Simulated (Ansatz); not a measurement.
# ZrCrAs2: relaxing a made-up structure

Starting from a made-up structure for ZrCrAs2, the aim is the relaxed cell, its shortest contacts and, where a second run follows, its electronic structure.

Main program and level: Ansatz 0.2.0; DFT, PBE, plane-wave PAW, files of the set soft_1, scalar-relativistic, ferromagnetic start, cell and ions relaxed at zero pressure; PAW set soft_1, in the first sound run; inputs show where later runs differ.

## (1) Set-up

It takes space group R-3m (No. 166, trigonal). The conventional cell has a = 3.500 Å, b = 3.500 Å, c = 17.016 Å, α = 90.00°, β = 90.00°, γ = 120.00°. Zr has 6 As at 2.53 Å nearest. As has 3 Cr at 2.41 Å and 3 Zr at 2.53 Å nearest. Cr has 6 As at 2.41 Å nearest. Farther neighbours are not listed.

## (2) Relaxation of the guess

The guess takes its coordinates from another compound and its volume from a rule, so the cell and any free coordinates are relaxed together.

The input, input.yaml:

```yaml
crystal:
  lattice:
    - [1.75, 1.010362971, 5.672]
    - [-1.75, 1.010362971, 5.672]
    - [0.0, -2.020725942, 5.672]
  atoms:
    - { symbol: Zr, position: [0.5, 0.5, 0.5] }
    - { symbol: As, position: [0.256233336, 0.256233336, 0.256233336] }
    - { symbol: As, position: [0.743766664, 0.743766664, 0.743766664] }
    - { symbol: Cr, position: [0.0, 0.0, 0.0], spin: 3.0 }
magnetization:
  spin_polarized: true
kpoints:
  mp_grid: { grid: [9, 9, 9] }
scf:
  occupations: { method: fermi_dirac, width: 0.05 }
hamiltonian:
  xc: pbe
  pseudopotentials: { kind: paw, azcp: { folder: soft_1 } }
relax:
  f_tol: 0.015
  max_steps: 70
  cell: {}
output:
  forces: true
  stress: true
```

The run is started by

```
$ ansatz run input.yaml --threads 4 --pin off --max-ram 8192MiB --backend cpu --events-out ev --progress --plain --runs-dir out
```

Numbers of over 12 decimals in the logs are rounded to 6 here.

Log:

```text
basis.fft_grid_basis auto: the FFT boxes are laid along the combinations [[1, 0, -1], [0, 1, -1], [0, 0, 1]] of the cell's own vectors, 3.500, 3.500 and 6.021 Å long. The dense box has 24×24×45 points. Along the cell's own vectors, as sized, it would have 45×45×45, 3.52 times as many. Of the 12 symmetry operations that the crystal satisfies within crystal.symmetry.tolerance (time reversal apart; of a slab, those that [...]
Engine: ansatz 0.2.0, x86_64-unknown-linux-gnu
Pseudopotentials: kind: paw
Pseudopotential: Zr, paw, valence charge 12, recommended cutoff 420 eV (normal), soft_1/Zr.paw.azcp
Pseudopotential: As, paw, valence charge 15, recommended cutoff 420 eV (normal), soft_1/As.paw.azcp
Pseudopotential: Cr, paw, valence charge 14, recommended cutoff 420 eV (normal), soft_1/Cr.paw.azcp
Functional definition: PBE
  parameter kappa = 0.804
  parameter beta = 0.066725
  exchange = pbe_x(kappa = kappa, mu = beta*pi^2/3)
  correlation = pbe_c(beta = beta)
Crystal: 4 atoms, lattice volume = 60.173 Å³
Basis set: ecut = 420 eV, 1171 PW (Γ), FFT grids on a1−a3, a2−a3, a3, exchange–correlation on 48×48×90 points (8 copies of the dense FFT grid, shifted against one another)
Bands: 36, of which v1, the nominal top of the filled ones, is band 28 counted from 1 (27 counted from 0)
Symmetry: 12 space group operations
Space group: R-3m (ITA 166), of the structure as read, at distance tolerance 3.9e-5 Å
Magnetic group: BNS 166.97 (UNI 1327), of the structure as read, at distance tolerance 3.9e-5 Å
k-points: 85 of 729
Non-local potential: Zr, projectors of the file, l = 0: 3, l = 1: 2, l = 2: 2, l = 3: 1
Non-local potential: As, projectors of the file, l = 0: 2, l = 1: 2, l = 2: 3, l = 3: 1
Non-local potential: Cr, projectors of the file, l = 0: 3, l = 1: 2, l = 2: 3, l = 3: 1
PAW form: soft (Blöchl's): semilocal exchange-correlation on the pseudo side does not see the compensation charge
PAW one-centre angular grid: Zr, 590 points (default); XC on 64 Gauss nodes
PAW one-centre angular grid: As, 590 points (default); XC on 64 Gauss nodes
PAW one-centre angular grid: Cr, 590 points (default); XC on 64 Gauss nodes
Initial density: superposition of atomic densities (chi_scale 0.1, normalization cell, long waves kept (reshape's long-wave potential 0.02 eV rms))
Starting moments: Σ|m| = 3 μB on 1 of 4 sites
Initial wavefunctions: pseudopotential atomic-orbital guess
Functional: x = pbe(κ = 0.804, μ = 0.219515), c = pbe(β = 0.066725)
SCF iter   1: F=—  HF=-17277.850339 eV  |F-HF|=—  |Δ(HF+E_count)|=         —  Δρ=1.11e-1 (↑1.11e-1 ↓5.83e-2)  dr2=3.40e1  dr2_m=4.95e-1  M=2.088 μB ∫|m|=2.448 μB  β_m=0.30  ethr=3.10e-3  ⟨swp⟩=6.2  Hψ=23054  notcnv=0
Mixer restart at iter 1: flushing history
preconditioner: auto → Kerker (q_TF=auto, 2.696 Å⁻¹)  [metal: Δε(μ)=0.015 eV  Ē_g=8.047 eV  σ=0.050 eV  W_gap=0.07  n_scr=22 (ndim 8)  ℏωp=21.4 eV  f_vac=0.000  D(μ)=2.23/eV (n_scr^D=22)]
spin=Collinear: Kerker preconditioning applied to the charge; magnetization (m = ρ↑ − ρ↓) channel mixes plain (no charge-response kernel on spin).
SCF iter   2: F=—  HF=-17275.943893 eV  |F-HF|=—  |Δ(HF+E_count)|=    1.91e0  Δρ=4.29e-2 (↑4.29e-2 ↓3.38e-2)  dr2=1.03e1  dr2_m=5.10e-2  M=2.226 μB ∫|m|=2.612 μB  β_m=0.41  ethr=3.10e-3  ⟨swp⟩=3.2  Hψ=14461  notcnv=0  defer=213
SCF iter   3: F=—  HF=-17274.477722 eV  |F-HF|=—  |Δ(HF+E_count)|=    1.47e0  Δρ=2.02e-2 (↑2.02e-2 ↓1.26e-2)  dr2=9.39e-1  dr2_m=3.62e-2  M=2.229 μB ∫|m|=2.740 μB  β_m=0.65  ethr=3.10e-3  ⟨swp⟩=3.3  Hψ=10045  notcnv=0  defer=214
SCF iter   4: F=—  HF=-17274.661852 eV  |F-HF|=—  |Δ(HF+E_count)|=   1.84e-1  Δρ=5.19e-3 (↑4.81e-3 ↓5.19e-3)  dr2=6.85e-2  dr2_m=1.20e-3  M=2.128 μB ∫|m|=2.731 μB  β_m=0.83  ethr=1.68e-3  ⟨swp⟩=3.1  Hψ=13808  notcnv=0  defer=193
SCF iter   5: F=—  HF=-17274.727467 eV  |F-HF|=—  |Δ(HF+E_count)|=         —  Δρ=4.35e-3 (↑3.77e-3 ↓4.35e-3)  dr2=5.75e-2  dr2_m=1.39e-4  M=2.108 μB ∫|m|=2.710 μB  β_m=0.83  ethr=1.22e-4  ⟨swp⟩=2.1  Hψ=11242  notcnv=0  defer=191
Mixer restart at iter 5: flushing history
SCF iter   6: F=—  HF=-17274.721396 eV  |F-HF|=—  |Δ(HF+E_count)|=   6.07e-3  Δρ=6.49e-3 (↑6.49e-3 ↓1.71e-3)  dr2=2.71e-2  dr2_m=3.93e-3  M=2.079 μB ∫|m|=2.671 μB  β_m=0.65  ethr=1.03e-4  ⟨swp⟩=3.0  Hψ=12888  notcnv=0  defer=188
SCF iter   7: F=—  HF=-17274.718697 eV  |F-HF|=—  |Δ(HF+E_count)|=   2.70e-3  Δρ=9.35e-4 (↑9.35e-4 ↓6.31e-4)  dr2=7.66e-4  dr2_m=1.68e-4  M=2.093 μB ∫|m|=2.690 μB  β_m=0.82  ethr=4.84e-5  ⟨swp⟩=2.5  Hψ=12785  notcnv=0  defer=193
SCF iter   8: F=—  HF=-17274.718959 eV  |F-HF|=—  |Δ(HF+E_count)|=   2.62e-4  Δρ=5.66e-4 (↑5.66e-4 ↓2.92e-4)  dr2=6.16e-4  dr2_m=1.34e-5  M=2.091 μB ∫|m|=2.690 μB  β_m=0.86  ethr=1.37e-6  ⟨swp⟩=2.3  Hψ=8425  notcnv=0  defer=193
SCF iter   9: F=—  HF=-17274.718992 eV  |F-HF|=—  |Δ(HF+E_count)|=   3.36e-5  Δρ=9.68e-5 (↑9.65e-5 ↓9.68e-5)  dr2=7.41e-5  dr2_m=2.82e-7  M=2.091 μB ∫|m|=2.693 μB  β_m=0.78  ethr=1.10e-6  ⟨swp⟩=2.0  Hψ=10114  notcnv=0  defer=193
SCF iter  10: F=—  HF=-17274.718959 eV  |F-HF|=—  |Δ(HF+E_count)|=   3.34e-5  Δρ=7.70e-5 (↑7.17e-5 ↓7.70e-5)  dr2=1.53e-5  dr2_m=6.55e-8  M=2.091 μB ∫|m|=2.693 μB  β_m=0.89  ethr=1.32e-7  ⟨swp⟩=2.0  Hψ=10046  notcnv=0  defer=193
SCF iter  11: F=—  HF=-17274.718965 eV  |F-HF|=—  |Δ(HF+E_count)|=   5.81e-6  Δρ=2.51e-5 (↑2.31e-5 ↓2.51e-5)  dr2=1.81e-6  dr2_m=4.07e-9  M=2.090 μB ∫|m|=2.693 μB  β_m=0.93  ethr=2.74e-8  ⟨swp⟩=2.0  Hψ=7521  notcnv=0  defer=193
SCF iter  12: F=—  HF=-17274.718965 eV  |F-HF|=—  |Δ(HF+E_count)|=   4.49e-9  Δρ=2.96e-6 (↑2.96e-6 ↓2.29e-6)  dr2=1.22e-8  dr2_m=4.94e-10  M=2.090 μB ∫|m|=2.692 μB  β_m=0.97  ethr=3.23e-9  ⟨swp⟩=2.0  Hψ=8315  notcnv=0  defer=193
SCF iter  13: F=-17274.718965 eV  HF=-17274.718965 eV  |F-HF|=2.91e-11  |Δ(HF+E_count)|=   3.55e-9  Δρ=5.43e-7 (↑5.43e-7 ↓4.76e-7)  dr2=5.32e-10  dr2_m=2.24e-11  M=2.090 μB ∫|m|=2.692 μB  ethr=2.17e-11  ⟨swp⟩=1.9  Hψ=18277  notcnv=0
SCF 1 converged in 13 iterations: F = -17274.718965 eV  dr2 = 5.32e-10
  greatest PAW one-centre occupation: 1.000 electrons in one spin orbital (limit 2), on the Cr atom at site 3 (counted from 0), in its partial waves of l = 0
relax step   1: F+E_penalty+E_count = -17274.71896461 eV  Δ(F+E_penalty+E_count) = +0.000e0 eV  max|allowed force component| = 1.729e0 eV/Å  Δτ_max = 0.0000 Å  P = +34.275 GPa  Ω = 60.173 Å³  (13 SCF iters, dr2 threshold 1.00e-7 eV, accepted)
Crystal: 4 atoms, lattice volume = 68.036 Å³
Basis set: ecut = 420 eV, 1327 PW (Γ), FFT grids on a1−a3, a2−a3, a3, exchange–correlation on 48×48×90 points (8 copies of the dense FFT grid, shifted against one another)
[...]
SCF iter  10: F=—  HF=-17276.032281 eV  |F-HF|=—  |Δ(HF+E_count)|=   4.97e-7  Δρ=9.56e-6 (↑9.56e-6 ↓3.94e-6)  dr2=1.18e-7  dr2_m=1.32e-8  M=2.301 μB ∫|m|=3.324 μB  β_m=0.84  ethr=2.50e-9  ⟨swp⟩=2.1  Hψ=11046  notcnv=0  defer=12
SCF iter  11: F=-17276.032281 eV  HF=-17276.032281 eV  |F-HF|=2.24e-9  |Δ(HF+E_count)|=   1.51e-8  Δρ=1.61e-6 (↑1.40e-6 ↓1.61e-6)  dr2=6.94e-9  dr2_m=1.23e-10  M=2.301 μB ∫|m|=3.324 μB  ethr=2.11e-10  ⟨swp⟩=2.9  Hψ=23649  notcnv=0
SCF 3 converged in 11 iterations: F = -17276.032281 eV  dr2 = 6.94e-9
relax step   3: F+E_penalty+E_count = -17276.03228144 eV  Δ(F+E_penalty+E_count) = -1.536e-1 eV  max|allowed force component| = 1.323e-1 eV/Å  Δτ_max = 0.0114 Å  P = +2.610 GPa  Ω = 71.307 Å³  energy of the carried Pulay correction = -3.263e-3 eV  (11 SCF iters, dr2 threshold 4.00e-7 eV, accepted)
[...]
relax step   4: F+E_penalty+E_count = -17276.04823491 eV  Δ(F+E_penalty+E_count) = -1.595e-2 eV  max|allowed force component| = 5.491e-2 eV/Å  Δτ_max = 0.0119 Å  P = +0.365 GPa  Ω = 72.829 Å³  energy of the carried Pulay correction = -3.667e-3 eV  (9 SCF iters, dr2 threshold 4.00e-7 eV, accepted)
[...]
relax step   5: F+E_penalty+E_count = -17276.04874180 eV  Δ(F+E_penalty+E_count) = -5.069e-4 eV  max|allowed force component| = 3.550e-2 eV/Å  Δτ_max = 0.0092 Å  P = +0.086 GPa  Ω = 73.121 Å³  energy of the carried Pulay correction = -3.743e-3 eV  (9 SCF iters, dr2 threshold 3.53e-7 eV, accepted)
[...]
relax step   6: F+E_penalty+E_count = -17276.04885577 eV  Δ(F+E_penalty+E_count) = -1.140e-4 eV  max|allowed force component| = 1.594e-3 eV/Å  Δτ_max = 0.0029 Å  P = +0.012 GPa  Ω = 73.144 Å³  energy of the carried Pulay correction = -3.749e-3 eV  (8 SCF iters, dr2 threshold 7.88e-8 eV, accepted)
[...]
relax step   7: F+E_penalty+E_count = -17276.05750794 eV  Δ(F+E_penalty+E_count) = -8.652e-3 eV  max|allowed force component| = 3.969e-3 eV/Å  Δτ_max = 0.0000 Å  P = +0.191 GPa  Ω = 73.144 Å³  stress off target by 2.55e-1 GPa  SCF on the basis re-selected at this cell (its energy is not comparable with the rows above)  (12 SCF iters)
[...]
relax step   8: F+E_penalty+E_count = -17276.05762079 eV  Δ(F+E_penalty+E_count) = -1.129e-4 eV  max|allowed force component| = 1.243e-4 eV/Å  Δτ_max = 0.0000 Å  P = +0.007 GPa  Ω = 73.259 Å³  energy of the carried Pulay correction = -2.094e-5 eV  (10 SCF iters, dr2 threshold 1.62e-7 eV, accepted)
iter 1 solved again at ethr=1.97e-8 eV; its pass at ethr=3.10e-3 eV (dr2=1.10e-5 eV) is discarded
SCF iter   1: F=—  HF=-17276.057577 eV  |F-HF|=—  |Δ(HF+E_count)|=         —  Δρ=7.23e-5 (↑7.23e-5 ↓4.02e-5)  dr2=1.92e-7  dr2_m=1.73e-7  M=2.422 μB ∫|m|=3.449 μB  β_m=0.65  ethr=1.97e-8  ⟨swp⟩=4.0  Hψ=40966  notcnv=0
preconditioner: auto → none  [metal: Δε(μ)=0.003 eV  Ē_g=6.814 eV  σ=0.050 eV  W_gap=0.01  n_scr=8 (ndim 8)  ℏωp=19.4 eV  f_vac=0.000  D(μ)=2.21/eV (n_scr^D=16)]
SCF iter   2: F=—  HF=-17276.057630 eV  |F-HF|=—  |Δ(HF+E_count)|=   5.34e-5  Δρ=2.53e-5 (↑2.53e-5 ↓1.41e-5)  dr2=2.72e-8  dr2_m=2.12e-8  M=2.422 μB ∫|m|=3.449 μB  β_m=0.64  ethr=3.43e-10  ⟨swp⟩=1.9  Hψ=6724  notcnv=0
SCF iter   3: F=—  HF=-17276.057638 eV  |F-HF|=—  |Δ(HF+E_count)|=   7.71e-6  Δρ=2.93e-6 (↑2.93e-6 ↓1.39e-6)  dr2=3.31e-8  dr2_m=6.42e-10  M=2.422 μB ∫|m|=3.449 μB  β_m=0.45  ethr=4.86e-11  ⟨swp⟩=2.0  Hψ=10678  notcnv=0
SCF iter   4: F=—  HF=-17276.057638 eV  |F-HF|=—  |Δ(HF+E_count)|=   2.06e-9  Δρ=3.04e-7 (↑2.38e-7 ↓3.04e-7)  dr2=5.67e-10  dr2_m=1.08e-11  M=2.422 μB ∫|m|=3.449 μB  β_m=0.39  ethr=4.86e-11  ⟨swp⟩=2.0  Hψ=7519  notcnv=0
SCF iter   5: F=—  HF=-17276.057638 eV  |F-HF|=—  |Δ(HF+E_count)|=   1.56e-7  Δρ=1.42e-7 (↑1.03e-7 ↓1.42e-7)  dr2=6.79e-11  dr2_m=2.56e-12  M=2.422 μB ∫|m|=3.449 μB  β_m=0.70  ethr=1.01e-12  ⟨swp⟩=2.0  Hψ=7529  notcnv=0
SCF iter   6: F=—  HF=-17276.057638 eV  |F-HF|=—  |Δ(HF+E_count)|=  2.51e-10  Δρ=1.09e-7 (↑1.09e-7 ↓7.95e-8)  dr2=2.14e-11  dr2_m=3.95e-12  M=2.422 μB ∫|m|=3.449 μB  β_m=0.59  ethr=1.00e-12  ⟨swp⟩=2.0  Hψ=7163  notcnv=0
SCF iter   7: F=—  HF=-17276.057638 eV  |F-HF|=—  |Δ(HF+E_count)|=  1.82e-11  Δρ=3.80e-8 (↑3.27e-8 ↓3.80e-8)  dr2=2.44e-12  dr2_m=4.71e-13  M=2.422 μB ∫|m|=3.449 μB  β_m=0.80  ethr=1.00e-12  ⟨swp⟩=1.0  Hψ=6120  notcnv=0
SCF iter   8: F=-17276.057638 eV  HF=-17276.057638 eV  |F-HF|=3.27e-11  |Δ(HF+E_count)|=  1.82e-11  Δρ=8.84e-8 (↑8.84e-8 ↓7.31e-8)  dr2=3.71e-11  dr2_m=1.65e-13  M=2.422 μB ∫|m|=3.449 μB  ethr=1.00e-12  ⟨swp⟩=2.8  Hψ=17889  notcnv=0
SCF 9 converged in 8 iterations: F = -17276.057638 eV  dr2 = 3.71e-11
relax step   9: F+E_penalty+E_count = -17276.05763787 eV  Δ(F+E_penalty+E_count) = -1.709e-5 eV  max|allowed force component| = 8.160e-5 eV/Å  Δτ_max = 0.0000 Å  P = +0.007 GPa  Ω = 73.259 Å³  stress off target by 1.05e-2 GPa  SCF on the basis re-selected at this cell (its energy is not comparable with the rows above)  (8 SCF iters)
basis re-selected at this cell: Δ(F+E_penalty+E_count) = -1.709e-5 eV, ΔP = -0.001 GPa vs the last step (what re-selecting the basis moved, of the pressure what is left beyond the Pulay correction that the steps carried, after the strain that the cell walked since its last selection, with what the two solves' SCF thresholds leave and, on support functions, any second-order correction that the steps lacked; it is no m [...]
SCF converged after 8 iterations
Magnetization: 2.4217 μB (29.2109 up, 26.7891 down)
Absolute magnetization: 3.4493 μB (∫|ρ↑−ρ↓|, with the PAW one-centre terms)
Spin contamination: 0.3652 ħ² per cell (⟨S²⟩ above its minimum at these occupations)
Per-site moments (μB) at R_I (Å): [(-0.162583, 1.128115), (-0.059332, 1.051997), (-0.059332, 1.051997), (2.623382, 1.051997)]
Free energy (F): -17276.057638 eV
Harris-Foulkes:  -17276.057638 eV  (|F-HF|=3.27e-11)
Internal energy: -17276.039171 eV  (E = F + TS)
E sigma→0 (E₀):  -17276.048404 eV
Entropy (-TS):   -0.018467 eV (-4.617 meV/atom)
Fermi energy:    14.083643 eV
--- Per-component energies (eV) ---
  E_band       = -692.764269
  E_kinetic    = 815.750449
  E_local      = -5746.149555  (includes V_loc(G=0)·N_el)
  E_nonlocal   = -664.598643
  E_hartree    = 2988.477306
  E_xc         = -412.305356
  E_vxc        = -479.108275  (∫ρ·V_xc dr)
  E_paw        = -8214.025942  (= ΣΔE_a)
  E_vpaw       = -595.613879  (= ΣTr[D̂ρ^β])
  E_aug_tail   = 0.000788  (compensation charges beyond the density's cutoff)
  E_ewald      = -6043.188219
  E_smearing   = -0.018467  (= −TS)
  E_closure    = 0.000000  (closes the sum)
  Σ components = -17276.057638   (vs F -17276.057638, Δ=0.00e0)
--- Forces (eV/Å), atoms counted from 1 ---
  atom   1  Zr     0.00000000     0.00000000     0.00000000
  atom   2  As     0.00000000     0.00000000    -0.00008160
  atom   3  As    -0.00000000     0.00000000     0.00008160
  atom   4  Cr    -0.00000000     0.00000000     0.00000000
  max |Σ_I F_I| component: 1.36e-20 eV/Å
--- Stress (GPa, compression-positive) ---
        0.010542       0.000000       0.000000
        0.000000       0.010542       0.000000
        0.000000       0.000000      -0.000446
  P = ⅓ Tr σ = 0.0069 GPa (0.069 kbar)
--- Relaxed structure (7 steps of the walk, 7 accepted, 2 SCFs on fresh bases) ---
  F+E_penalty+E_count = -17276.05763787 eV   max|allowed force component| = 8.160e-5 eV/Å   (the final SCF, on the basis selected at the relaxed cell)
  cell:  # Å, volume = 73.2592 Å³
    - [1.908474, 1.101858, 5.806294]
    - [-1.908474, 1.101858, 5.806294]
    - [0, -2.203716, 5.806294]
  atoms:
    - { symbol: Zr, position: [0.5, 0.5, 0.5] }
    - { symbol: As, position: [0.259643, 0.259643, 0.259643] }
    - { symbol: As, position: [0.740357, 0.740357, 0.740357] }
    - { symbol: Cr, position: [2.613377393679525e-19, 2.613377393679525e-19, 2.613377393679524e-19] }
```

It took 40 s on 4 threads of Intel Xeon Platinum 8488C (Sapphire Rapids), shared host; peak memory 0.7 GiB.

The steps of the relaxation:

```
step  energy less that of the first step (eV)  largest force component (eV/Å)  pressure (GPa)  volume (Å³)
   1                                   0.0000                          1.7289           34.28        60.17
   2                                  -1.1597                          0.1990            9.21        68.04
   3                                  -1.3133                          0.1323            2.61        71.31
   4                                  -1.3293                          0.0549            0.36        72.83
   5                                  -1.3298                          0.0355            0.09        73.12
   6                                  -1.3299                          0.0016            0.01        73.14
  7*                                  -1.3385                          0.0040            0.19        73.14
   8                                  -1.3387                          0.0001            0.01        73.26
  9*                                  -1.3387                          0.0001            0.01        73.26
```

Relaxation steps marked * repeat the geometry before them on a plane-wave basis chosen anew for their cell, so energy and pressure can jump there.

Forces are held to the 12 operations that the run works with; a distortion that breaks them can't arise in this run.

```
conventional cell, symmetrised  before   after   change
                         a (Å)   3.500   3.817   +9.1 %
                         b (Å)   3.500   3.817   +9.1 %
                         c (Å)  17.016  17.419   +2.4 %
              volume (Å³/atom)   15.04   18.31  +21.7 %
```

The atoms that moved most (Å, as changes of fractional coordinates times the final cell):

```
atom     dx     dy      dz  length
 As2  0.000  0.000   0.059   0.059
 As3  0.000  0.000  -0.059   0.059
```

The relaxed structure:

```xyz
4
Lattice="1.9085 1.1019 5.8063 -1.9085 1.1019 5.8063 0.0000 -2.2037 5.8063" Properties=species:S:1:pos:R:3 pbc="T T T"
Zr    0.0000    0.0000    8.7094
As    0.0000    0.0000    4.5227
As    0.0000    0.0000   12.8962
Cr    0.0000    0.0000    0.0000
```

This step gave:

- free energy: -17276.0576 eV
- energy at zero smearing: -17276.0484 eV
- smearing term TS: 0.01847 eV
- Fermi energy: 14.08 eV
- magnetization: 2.422 μB
- absolute magnetization: 3.449 μB
- site moments: -0.1626, -0.05933, -0.05933, 2.623 μB
- electrons: 56
- symmetry operations: 12
- pressure: 0.006880 GPa

Site moment by atom:

```
atom  site moment (μB)
 Zr1             -0.16
 As2             -0.06
 As3             -0.06
 Cr4              2.62
```

The shortest distance of each pair, which need not be the same contact before and after:

```
 pair  guess (Å)  relaxed (Å)
As–Cr      2.409        2.550
As–Zr      2.531        2.735
As–As      3.312        3.383
Cr–Zr      3.482        3.645
Zr–Zr      3.500        3.817
```

The relaxation ends with a largest force component of 8.2e-5 eV/Å and a pressure of 0.01 GPa.

(Continued in part 2 of 2.)

[Logs are printed without paths, hosts, clocks, repeated set-up lines and the standing remarks that a program may print on its own settings, such as how far it seeks lower states.]

[Hosts, paths, dates, database ids (printed as entryN), source tags and the programs' standing remarks are cut or masked in the printed files.]
